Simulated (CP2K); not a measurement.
Two runs for the F K edge of hexafluoroacetone. Run A: CP2K XAS_TDP, all-electron GAPW, PBEh(45%), aug-cc-pVDZ, TDA, no relativity. Run B differs in one setting.

First lines with a strength over 0.0015. A:

```
            atom  energy (eV)  states  strength, one atom
F4 (bonded to C)       682.91       1              0.0027
                       684.44       1              0.0369
                       686.37       1              0.0063
                       687.10       1              0.0088
                       687.17       1              0.0081
```

B:

```
            atom  energy (eV)  states  strength, one atom
F4 (bonded to C)       689.51       1              0.0027
                       691.04       1              0.0365
                       692.98       1              0.0062
                       693.71       1              0.0087
                       693.78       1              0.0080
```

Q: Which was it: the functional, GW2X switched on, the basis, scalar relativity switched on?

GW2X switched on. GW2X shifts an atom's lines together and keeps their spacings. Against PBEh(45%) in aug-cc-pVDZ, the leading line moves by +6.60 eV, to 691.04 eV.

[Banner, clock and machine lines of the logs are left out without a mark of their own.]

[Logs are printed without paths, hosts, clocks, repeated set-up lines and the standing remarks that a program may print on its own settings, such as how far it seeks lower states.]

[Hosts, paths, dates, database ids (printed as entryN), source tags and the programs' standing remarks are cut or masked in the printed files.]
